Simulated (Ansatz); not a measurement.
# GaAs wire along [110], 24 atoms a period, H-terminated: bands by functional and under strain, part 3 of 3

Aim: is the GaAs wire along [110], 24 atoms a period, H-terminated a metal or a semiconductor?

Ansatz 0.2.0; DFT PBE, plane waves, PAW; relaxation of a wire's period; PAW set soft_1 (the session's first sound run).

So far, band gap (eV): step 3 (the wire at its relaxed period, PBE) 0.716; step 4 (another level of theory, cutoff 500 eV, k-mesh 1×1×15, r2SCAN PBE) 0.995; step 5 (levels at the same atoms, level HSE06, cutoff 420 eV, HSE06 PBE) 1.51.

### 6. Strain along the wire, period over the relaxed period 1.06, k-mesh 1×1×14

This step: DFT PBE, plane waves, PAW; relaxation at a fixed period; PAW set soft_1 (Ansatz 0.2.0).

The period is set to 1.06 times the relaxed one and the atoms relax within it: strain changes bond lengths and angles, which shifts the bands against each other. Against the first PBE run of this kind, the mesh along the wire has 14 points against 20.

The cell differs from the one that the last finished run ended in (c 4.148 → 4.397 Å).

input.yaml reads:

```yaml
crystal:
  lattice:
    - [21.545, 0.0, 0.0]
    - [0.0, 19.545, 0.0]
    - [0.0, 0.0, 4.396667304]
  atoms:
    - { symbol: H, position: [0.150304466, 0.397845844, 0.0] }
    - { symbol: Ga, position: [0.199661066, 0.4565442, 0.0] }
    - { symbol: As, position: [0.398978457, 0.341073954, 0.0] }
    - { symbol: H, position: [0.429624302, 0.165988665, 0.0] }
    - { symbol: Ga, position: [0.463014385, 0.237082943, 0.0] }
    - { symbol: Ga, position: [0.465969617, 0.442509596, 0.0] }
    - { symbol: As, position: [0.662702761, 0.350164827, 0.0] }
    - { symbol: H, position: [0.707275022, 0.289406041, 0.0] }
    - { symbol: Ga, position: [0.726085435, 0.455439392, 0.0] }
    - { symbol: H, position: [0.231970807, 0.652081549, 0.229137882] }
    - { symbol: H, position: [0.779560878, 0.653494922, 0.321193679] }
    - { symbol: As, position: [0.279334858, 0.651013565, 0.5] }
    - { symbol: As, position: [0.265410995, 0.440857894, 0.5] }
    - { symbol: H, position: [0.295726244, 0.268356155, 0.5] }
    - { symbol: H, position: [0.289584763, 0.828234445, 0.5] }
    - { symbol: Ga, position: [0.331786478, 0.338091167, 0.5] }
    - { symbol: Ga, position: [0.336474559, 0.536423923, 0.5] }
    - { symbol: Ga, position: [0.333554105, 0.764711181, 0.5] }
    - { symbol: As, position: [0.529375072, 0.244080087, 0.5] }
    - { symbol: As, position: [0.534105443, 0.656522884, 0.5] }
    - { symbol: As, position: [0.532582307, 0.448703707, 0.5] }
    - { symbol: H, position: [0.558015149, 0.82880824, 0.5] }
    - { symbol: H, position: [0.57446528, 0.183806597, 0.5] }
    - { symbol: Ga, position: [0.596359225, 0.345049744, 0.5] }
    - { symbol: Ga, position: [0.599695265, 0.552304839, 0.5] }
    - { symbol: Ga, position: [0.599604911, 0.762788768, 0.5] }
    - { symbol: As, position: [0.791985145, 0.452396451, 0.5] }
    - { symbol: H, position: [0.838729976, 0.394125342, 0.5] }
    - { symbol: H, position: [0.837066196, 0.511989641, 0.5] }
    - { symbol: H, position: [0.779560878, 0.653494922, 0.678806321] }
    - { symbol: H, position: [0.231970807, 0.652081549, 0.770862118] }
    - { symbol: H, position: [0.18059731, 0.534461826, 0.0] }
    - { symbol: As, position: [0.401603267, 0.548063642, 0.0] }
    - { symbol: As, position: [0.397471799, 0.751323688, 0.0] }
    - { symbol: H, position: [0.438998689, 0.814352705, 0.0] }
    - { symbol: Ga, position: [0.469383003, 0.650448801, 0.0] }
    - { symbol: As, position: [0.665476648, 0.559607188, 0.0] }
    - { symbol: As, position: [0.663835578, 0.750895737, 0.0] }
    - { symbol: H, position: [0.701080671, 0.817394196, 0.0] }
    - { symbol: Ga, position: [0.743515511, 0.657892373, 0.0] }
kpoints:
  mp_grid: { grid: [1, 1, 14] }
  band_path: { path: ["Γ", Z], npoints: 90 }
scf:
  occupations: { method: fermi_dirac, width: 0.05 }
hamiltonian:
  xc: pbe
  pseudopotentials: { kind: paw, azcp: { folder: soft_1 } }
relax:
  max_steps: 40
  f_tol: 0.02
output:
  stress: true
```

On the command line:

```bash
$ ansatz run input.yaml --threads 8 --pin off --max-ram 16384MiB --backend cpu --events-out ev --progress --plain --runs-dir out
```

Numbers of over 12 decimals in the logs are rounded to 6 here.

Output:

```text
Warning: output.stress: scf.convergence.dr2_threshold = 1e-7 eV (the SCF's general default) is looser than the 4e-9 eV advised for a printed stress (1e-10 eV for each atom of the cell: 40). What an SCF threshold leaves in a stress goes as its square root, and in the free energy as the threshold itself, and one threshold admits the most on a small cell: [figures from the program's tests cut] Every solve of this run an [...]
[...]
Crystal: 40 atoms, lattice volume = 1851.424 Å³
Basis set: ecut = 420 eV, 36243 PW (Γ), exchange–correlation on 300×270×60 points (8 copies of the dense FFT grid, shifted against one another)
Bands: 216, of which v1, the nominal top of the filled ones, is band 176 counted from 1 (175 counted from 0)
Symmetry: 2 space group operations
[...]
k-points: 8 of 14
[...]
SCF iter   1: F=—  HF=-103930.772030 eV  |F-HF|=—  |Δ(HF+E_count)|=         —  Δρ=3.23e-2  dr2=1.92e1  ethr=3.10e-3  ⟨swp⟩=6.0  Hψ=6677  notcnv=0  defer=99
[...]
SCF iter  10: F=-103925.286840 eV  HF=-103925.286839 eV  |F-HF|=8.24e-7  |Δ(HF+E_count)|=   7.54e-6  Δρ=1.01e-5  dr2=2.00e-6  ethr=2.84e-9  ⟨swp⟩=4.0  Hψ=5233  notcnv=0
SCF 1 converged in 10 iterations: F = -103925.286840 eV  dr2 = 2.00e-6
[...]
relax step   1: F+E_penalty+E_count = -103925.28683985 eV  Δ(F+E_penalty+E_count) = +0.000e0 eV  max|allowed force component| = 7.142e-1 eV/Å  Δτ_max = 0.0000 Å  (10 SCF iters, dr2 threshold 1.00e-5 eV, accepted)
[...]
SCF iter   7: F=-103925.501185 eV  HF=-103925.501192 eV  |F-HF|=6.76e-6  |Δ(HF+E_count)|=   9.62e-7  Δρ=1.79e-5  dr2=1.30e-5  ethr=9.06e-9  ⟨swp⟩=4.0  Hψ=5760  notcnv=0
SCF 2 converged in 7 iterations: F = -103925.501185 eV  dr2 = 1.30e-5
relax step   2: F+E_penalty+E_count = -103925.50118529 eV  Δ(F+E_penalty+E_count) = -2.143e-1 eV  max|allowed force component| = 3.778e-1 eV/Å  Δτ_max = 0.1947 Å  (7 SCF iters, dr2 threshold 3.19e-5 eV, accepted)
SCF iter   1: F=—  HF=-103925.548884 eV  |F-HF|=—  |Δ(HF+E_count)|=         —  Δρ=2.81e-3  dr2=7.86e-2  ethr=2.15e-4  ⟨swp⟩=4.8  Hψ=3091  notcnv=0  defer=247
[...]
SCF iter   7: F=-103925.536341 eV  HF=-103925.536341 eV  |F-HF|=1.70e-7  |Δ(HF+E_count)|=   1.14e-6  Δρ=7.18e-6  dr2=8.09e-7  ethr=2.53e-9  ⟨swp⟩=4.0  Hψ=4832  notcnv=0
SCF 3 converged in 7 iterations: F = -103925.536341 eV  dr2 = 8.09e-7
relax step   3: F+E_penalty+E_count = -103925.53634116 eV  Δ(F+E_penalty+E_count) = -3.516e-2 eV  max|allowed force component| = 4.523e-2 eV/Å  Δτ_max = 0.0674 Å  (7 SCF iters, dr2 threshold 8.92e-6 eV, accepted)
SCF iter   1: F=—  HF=-103925.538804 eV  |F-HF|=—  |Δ(HF+E_count)|=         —  Δρ=6.64e-4  dr2=4.21e-3  ethr=1.37e-5  ⟨swp⟩=2.1  Hψ=2832  notcnv=0  defer=247
[...]
SCF iter   7: F=-103925.538125 eV  HF=-103925.538125 eV  |F-HF|=1.41e-9  |Δ(HF+E_count)|=   3.06e-8  Δρ=1.49e-6  dr2=4.03e-8  ethr=2.84e-11  ⟨swp⟩=3.0  Hψ=5840  notcnv=0
SCF 4 converged in 7 iterations: F = -103925.538125 eV  dr2 = 4.03e-8
relax step   4: F+E_penalty+E_count = -103925.53812492 eV  Δ(F+E_penalty+E_count) = -1.784e-3 eV  max|allowed force component| = 1.373e-2 eV/Å  Δτ_max = 0.0189 Å  (7 SCF iters, accepted)
[...]
the band table was solved once a step of the walk had ended and its energy, with any forces and stress, was formed, with the checks that follow a solve (7969 applications of the Hamiltonian). They found nothing against the state; the energy, forces and stress were not computed again (output.eigenvalues in the input reference)
[...]
SCF converged after 7 iterations
Free energy (F): -103925.538125 eV
[...]
Internal energy: -103925.538087 eV  (E = F + TS)
E sigma→0 (E₀):  -103925.538106 eV
Entropy (-TS):   -0.000038 eV (-0.001 meV/atom)
Fermi energy:    -0.690659 eV
[...]
--- Forces (eV/Å), atoms counted from 1 ---
  atom   1  H      0.00197214     0.00297420     0.00000000
  atom   2  Ga    -0.00081449    -0.00065021    -0.00000000
  atom   3  As     0.00485939    -0.00040798    -0.00000000
  atom   4  H     -0.00114861     0.00168671     0.00000000
  atom   5  Ga    -0.00013487    -0.00043970    -0.00000000
  atom   6  Ga     0.00200514    -0.00329743    -0.00000000
  atom   7  As    -0.00203801    -0.00119968    -0.00000000
  atom   8  H      0.00664619     0.00570913     0.00000000
  atom   9  Ga    -0.01044739    -0.00016262    -0.00000000
  atom  10  H     -0.00110562    -0.00024919     0.00457382
  atom  11  H     -0.00285466    -0.00073932    -0.00159379
  atom  12  As    -0.00354276    -0.00008162    -0.00000000
  atom  13  As    -0.00257276    -0.00555168    -0.00000000
  atom  14  H     -0.00072685    -0.00050155    -0.00000000
  atom  15  H      0.00164535    -0.00329622    -0.00000000
  atom  16  Ga    -0.00236454     0.00594934     0.00000000
  atom  17  Ga     0.00425633    -0.00189055    -0.00000000
  atom  18  Ga     0.01101759     0.00148470     0.00000000
  atom  19  As    -0.00302879    -0.00419352    -0.00000000
  atom  20  As     0.00548636     0.00186286     0.00000000
  atom  21  As     0.00135838     0.00237330     0.00000000
  atom  22  H     -0.00246634    -0.00061426    -0.00000000
  atom  23  H      0.00586959     0.00590366     0.00000000
  atom  24  Ga    -0.00736761    -0.00460599    -0.00000000
  atom  25  Ga     0.00145666     0.00088588     0.00000000
  atom  26  Ga     0.00515076     0.00013811     0.00000000
  atom  27  As    -0.00087294     0.00055452     0.00000000
  atom  28  H      0.00082542     0.00174893     0.00000000
  atom  29  H      0.00056289    -0.00117851    -0.00000000
  atom  30  H     -0.00285466    -0.00073932     0.00159379
  atom  31  H     -0.00110562    -0.00024919    -0.00457382
  atom  32  H      0.00234587     0.00022141     0.00000000
  atom  33  As     0.00336511    -0.00173824    -0.00000000
  atom  34  As    -0.00973463     0.00994933     0.00000000
  atom  35  H      0.01066105    -0.00685871    -0.00000000
  atom  36  Ga    -0.01372927    -0.00094319    -0.00000000
  atom  37  As    -0.00083253    -0.00161108    -0.00000000
  atom  38  As    -0.00989459     0.00203273     0.00000000
  atom  39  H      0.00030980    -0.00304234    -0.00000000
  atom  40  Ga     0.00975276     0.00075926     0.00000000
  max |Σ_I F_I| component: 9.07e-5 eV/Å
--- Stress (GPa, compression-positive) ---
       -0.016271       0.001135       0.000000
        0.001135      -0.008172      -0.000000
        0.000000      -0.000000      -1.609573
  P = ⅓ Tr σ = -0.5447 GPa (-5.447 kbar)
--- Band table (eV; the first three rows and the last of 8) ---
  k-point 0: bands = [... 172 lower, -1.7228, -1.4584, -1.3953, -1.1450, -0.2765, -0.1131, 0.0262, 0.2020, ... 36 higher]
  k-point 1: bands = [... 172 lower, -1.7593, -1.5619, -1.3995, -1.1717, -0.0396, 0.1281, 0.2830, 0.4497, ... 36 higher]
  k-point 2: bands = [... 172 lower, -1.7913, -1.6864, -1.4295, -1.2714, 0.5100, 0.6995, 0.8713, 0.9569, ... 36 higher]
  k-point 7: bands = [... 172 lower, -2.3630, -2.2394, -2.0991, -1.9038, 1.0684, 1.1291, 1.3044, 1.4437, ... 36 higher]
--- Relaxed structure (4 steps of the walk, 4 accepted, 0 SCFs on fresh bases) ---
  F+E_penalty+E_count = -103925.53812492 eV   max|allowed force component| = 1.373e-2 eV/Å
  atoms:
    - { symbol: H, position: [0.159306, 0.396309, -7.950654465921395e-19] }
    - { symbol: Ga, position: [0.207804, 0.455892, -3.588700764880748e-19] }
    - { symbol: As, position: [0.400201, 0.341457, 1.5229011577211687e-19] }
    - { symbol: H, position: [0.432628, 0.165780, -1.399853587438145e-19] }
    - { symbol: Ga, position: [0.464672, 0.237734, 2.843647657483475e-19] }
    - { symbol: Ga, position: [0.467770, 0.442802, 1.0766519065328848e-19] }
    - { symbol: As, position: [0.657080, 0.349786, -2.235425641890454e-19] }
    - { symbol: H, position: [0.702649, 0.289855, 1.846495103079984e-19] }
    - { symbol: Ga, position: [0.720914, 0.455048, -2.301737065085958e-19] }
    - { symbol: H, position: [0.237492, 0.652241, 0.242547] }
    - { symbol: H, position: [0.773176, 0.653436, 0.309164] }
    - { symbol: As, position: [0.284540, 0.651202, 0.5] }
    - { symbol: As, position: [0.269850, 0.441034, 0.5] }
    - { symbol: H, position: [0.302062, 0.267909, 0.5] }
    - { symbol: H, position: [0.295178, 0.829034, 0.5] }
    - { symbol: Ga, position: [0.336754, 0.338562, 0.5] }
    - { symbol: Ga, position: [0.341609, 0.536489, 0.5] }
    - { symbol: Ga, position: [0.338568, 0.764906, 0.5] }
    - { symbol: As, position: [0.527123, 0.244192, 0.5] }
    - { symbol: As, position: [0.531825, 0.656537, 0.5] }
    - { symbol: As, position: [0.530635, 0.448850, 0.5] }
    - { symbol: H, position: [0.557614, 0.829265, 0.5] }
    - { symbol: H, position: [0.572839, 0.184417, 0.5] }
    - { symbol: Ga, position: [0.594650, 0.345093, 0.5] }
    - { symbol: Ga, position: [0.598027, 0.552491, 0.5] }
    - { symbol: Ga, position: [0.597942, 0.762155, 0.5] }
    - { symbol: As, position: [0.782745, 0.452186, 0.5] }
    - { symbol: H, position: [0.830140, 0.394393, 0.5] }
    - { symbol: H, position: [0.828444, 0.511359, 0.5] }
    - { symbol: H, position: [0.773176, 0.653436, 0.690836] }
    - { symbol: H, position: [0.237492, 0.652241, 0.757453] }
    - { symbol: H, position: [0.189753, 0.534049, -2.404852891833326e-19] }
    - { symbol: As, position: [0.402940, 0.548216, 0] }
    - { symbol: As, position: [0.398926, 0.751939, 2.6694920793672824e-19] }
    - { symbol: H, position: [0.441469, 0.814205, -1.095701299410433e-19] }
    - { symbol: Ga, position: [0.470912, 0.650850, 1.6134304089859237e-19] }
    - { symbol: As, position: [0.660110, 0.559377, -1.502042243316768e-19] }
    - { symbol: As, position: [0.658526, 0.750682, -1.422059178455671e-19] }
    - { symbol: H, position: [0.696462, 0.816780, -3.3971926285600445e-19] }
    - { symbol: Ga, position: [0.738495, 0.657724, -1.200393136123036e-19] }
```

Wall time 15 min (8 threads of Arm Neoverse V1, shared host); peak memory 13 GiB.

Step by step:

```csv
step,energy less that of the first step (eV),largest force component (eV/Å)
1,0.0000,0.7142
2,-0.2143,0.3778
3,-0.2495,0.0452
4,-0.2513,0.0137
```

The run keeps the 2 symmetry operations that it works with, so distortions that break them were not tested.

The atoms that moved most (Å):

```csv
atom,dx,dy,dz,length
As27,-0.199,-0.004,0.000,0.199
H32,0.197,-0.008,0.000,0.197
H1,0.194,-0.030,0.000,0.196
H29,-0.186,-0.012,0.000,0.186
H28,-0.185,0.005,0.000,0.185
Ga2,0.175,-0.013,0.000,0.176
H11,-0.138,-0.001,-0.053,0.147
H30,-0.138,-0.001,0.053,0.147
```

Final coordinates:

```xyz
40
Lattice="21.5450 0.0000 0.0000 0.0000 19.5450 0.0000 0.0000 0.0000 4.3967" Properties=species:S:1:pos:R:3
H     3.4323    7.7459    0.0000
Ga    4.4771    8.9104    0.0000
As    8.6223    6.6738    0.0000
H     9.3210    3.2402    0.0000
Ga   10.0114    4.6465    0.0000
Ga   10.0781    8.6546    0.0000
As   14.1568    6.8366    0.0000
H    15.1386    5.6652    0.0000
Ga   15.5321    8.8939    0.0000
H     5.1168   12.7480    1.0664
H    16.6581   12.7714    1.3593
As    6.1304   12.7278    2.1983
As    5.8139    8.6200    2.1983
H     6.5079    5.2363    2.1983
H     6.3596   16.2035    2.1983
Ga    7.2554    6.6172    2.1983
Ga    7.3600   10.4857    2.1983
Ga    7.2944   14.9501    2.1983
As   11.3569    4.7727    2.1983
As   11.4582   12.8320    2.1983
As   11.4325    8.7728    2.1983
H    12.0138   16.2080    2.1983
H    12.3418    3.6044    2.1983
Ga   12.8117    6.7448    2.1983
Ga   12.8845   10.7984    2.1983
Ga   12.8827   14.8963    2.1983
As   16.8642    8.8380    2.1983
H    17.8854    7.7084    2.1983
H    17.8488    9.9945    2.1983
H    16.6581   12.7714    3.0374
H     5.1168   12.7480    3.3303
H     4.0882   10.4380    0.0000
As    8.6814   10.7149    0.0000
As    8.5949   14.6966    0.0000
H     9.5114   15.9136    0.0000
Ga   10.1458   12.7209    0.0000
As   14.2221   10.9330    0.0000
As   14.1879   14.6721    0.0000
H    15.0053   15.9640    0.0000
Ga   15.9109   12.8552    0.0000
```

This step gave:

- band gap: 0.8685 eV

The electronic bands at the labelled points (eV, zero at the Fermi level; v1 is the highest filled band, c1 the lowest empty one):

```csv
point,v4,v3,v2,v1,c1,c2,c3,c4
Γ,-1.03,-0.77,-0.70,-0.45,0.41,0.58,0.72,0.89
halfway,-1.25,-1.17,-0.96,-0.85,1.90,1.96,2.19,2.27
Z,-1.67,-1.55,-1.41,-1.21,1.76,1.82,2.00,2.13
```

The gap is 0.869 eV, against 0.716 eV under PBE at the relaxed period.

### 7. Strain along the wire, period over the relaxed period 0.97, k-mesh 1×1×15

The period is set to 0.97 times the relaxed one and the atoms relax within it: strain changes bond lengths and angles, which shifts the bands against each other. Against the first PBE run of this kind, the mesh along the wire has 15 points against 20.

The cell differs from the one that the last finished run ended in (c 4.397 → 4.023 Å).

input.yaml: that of step 6 with these lines changed.

```diff
@@ -4,3 +4,3 @@
     - [0.0, 19.545, 0.0]
-    - [0.0, 0.0, 4.396667304]
+    - [0.0, 0.0, 4.0233653631]
   atoms:
@@ -47,3 +47,3 @@
 kpoints:
-  mp_grid: { grid: [1, 1, 14] }
+  mp_grid: { grid: [1, 1, 15] }
   band_path: { path: ["Γ", Z], npoints: 90 }
```

Output:

```text
[...]
Crystal: 40 atoms, lattice volume = 1694.227 Å³
Basis set: ecut = 420 eV, 33137 PW (Γ), exchange–correlation on 300×270×54 points (8 copies of the dense FFT grid, shifted against one another)
Bands: 216, of which v1, the nominal top of the filled ones, is band 176 counted from 1 (175 counted from 0)
Symmetry: 2 space group operations
[...]
- { symbol: H, position: [0.176278, 0.534929, 0] }
    - { symbol: As, position: [0.401243, 0.547979, 0] }
    - { symbol: As, position: [0.396920, 0.751045, 0] }
    - { symbol: H, position: [0.437859, 0.814507, 0] }
    - { symbol: Ga, position: [0.468813, 0.650290, 0] }
    - { symbol: As, position: [0.668454, 0.559816, 0] }
    - { symbol: As, position: [0.666345, 0.751264, 0] }
    - { symbol: H, position: [0.702967, 0.818136, 0] }
    - { symbol: Ga, position: [0.746000, 0.658439, 0] }
[key lines of the parts left out:]
SCF converged after 7 iterations
Free energy (F): -103925.922247 eV
Fermi energy:    0.271862 eV
P = ⅓ Tr σ = 0.3543 GPa (3.543 kbar)
```

Wall time 14 min (8 threads); peak memory 14 GiB.

The steps of the relaxation:

```csv
step,energy less that of the first step (eV),largest force component (eV/Å)
1,0.0000,0.4308
2,-0.0778,0.2137
3,-0.0814,0.0335
4,-0.0819,0.0062
```

The run keeps the 2 symmetry operations that it works with, so distortions that break them were not tested.

The atoms that moved most (Å):

```csv
atom,dx,dy,dz,length
As27,0.097,-0.004,0.000,0.097
H1,-0.093,0.014,0.000,0.094
H32,-0.093,0.009,0.000,0.094
H28,0.091,-0.007,0.000,0.091
H29,0.089,0.001,0.000,0.089
Ga2,-0.086,0.010,0.000,0.087
H11,0.078,0.007,0.018,0.081
H30,0.078,0.007,-0.018,0.081
```

The relaxed structure:

```xyz
40
Lattice="21.5450 0.0000 0.0000 0.0000 19.5450 0.0000 0.0000 0.0000 4.0234" Properties=species:S:1:pos:R:3
H     3.1449    7.7901    0.0000
Ga    4.2157    8.9328    0.0000
As    8.5856    6.6634    0.0000
H     9.2167    3.2471    0.0000
Ga    9.9541    4.6260    0.0000
Ga   10.0231    8.6464    0.0000
As   14.3366    6.8451    0.0000
H    15.2837    5.6481    0.0000
Ga   15.6973    8.9019    0.0000
H     4.9375   12.7366    0.8958
H    16.8741   12.7794    1.3101
As    5.9636   12.7190    2.0117
As    5.6736    8.6163    2.0117
H     6.2979    5.2536    2.0117
H     6.1747   16.1731    2.0117
Ga    7.0951    6.6038    2.0117
Ga    7.1987   10.4833    2.0117
Ga    7.1315   14.9404    2.0117
As   11.4267    4.7687    2.0117
As   11.5364   12.8337    2.0117
As   11.5001    8.7687    2.0117
H    12.0146   16.1934    2.0117
H    12.3861    3.5820    2.0117
Ga   12.8652    6.7410    2.0117
Ga   12.9423   10.7935    2.0117
Ga   12.9319   14.9201    2.0117
As   17.1600    8.8384    2.0117
H    18.1615    7.6966    2.0117
H    18.1234   10.0079    2.0117
H    16.8741   12.7794    2.7133
H     4.9375   12.7366    3.1276
H     3.7979   10.4552    0.0000
As    8.6448   10.7103    0.0000
As    8.5517   14.6792    0.0000
H     9.4337   15.9195    0.0000
Ga   10.1006   12.7099    0.0000
As   14.4018   10.9416    0.0000
As   14.3564   14.6834    0.0000
H    15.1454   15.9905    0.0000
Ga   16.0726   12.8692    0.0000
```

Numbers from this step:

```yaml
energy_at_zero_smearing: -103925.9221 eV
band_gap: 0.5875 eV
```

Electronic bands along the path, in eV, zero at the Fermi level; v1 is the highest filled band, c1 the lowest empty one:

```csv
point,v4,v3,v2,v1,c1,c2,c3,c4
Γ,-1.36,-1.22,-0.65,-0.29,0.29,0.55,0.72,0.99
halfway,-1.84,-1.73,-1.62,-1.51,1.23,1.26,1.46,1.62
Z,-2.25,-2.24,-2.11,-2.01,0.85,0.95,1.16,1.26
```

The gap is 0.587 eV, against 0.716 eV under PBE at the relaxed period.

### 8. Outcome

```yaml
cell_length_pbe: 4.148 Å
gap_pbe: 0.716 eV
gap_r2scan: 0.995 eV
gap_hse06: 1.51 eV
gap_period_scaled_by_1p06: 0.869 eV
gap_period_scaled_by_0p97: 0.587 eV
```

**Reading.** Under PBE the cell's length is 4.15 Å, and a gap of 0.72 eV makes it a semiconductor. At the relaxed period the wire is gapped under every functional, from 0.72 eV (PBE) to 1.51 eV (HSE06). Weak screening in one dimension makes quasiparticle gaps larger than the semilocal gaps, as a rule. Strain matters: under PBE the gap goes from 0.72 eV to 0.587 eV at 0.97 times the period and 0.869 eV at 1.06 times the period. Plain hydrogen on a compound's surface is a simple closure: it may leave surface states, and facets that end in unlike atoms put a field across the wire, both of which shrink the gap. A hybrid's gap is read on a coarse mesh, without a band path.

[Logs are printed without paths, hosts, clocks, repeated set-up lines and the standing remarks that a program may print on its own settings, such as how far it seeks lower states.]

[Hosts, paths, dates, database ids (printed as entryN), source tags and the programs' standing remarks are cut or masked in the printed files.]
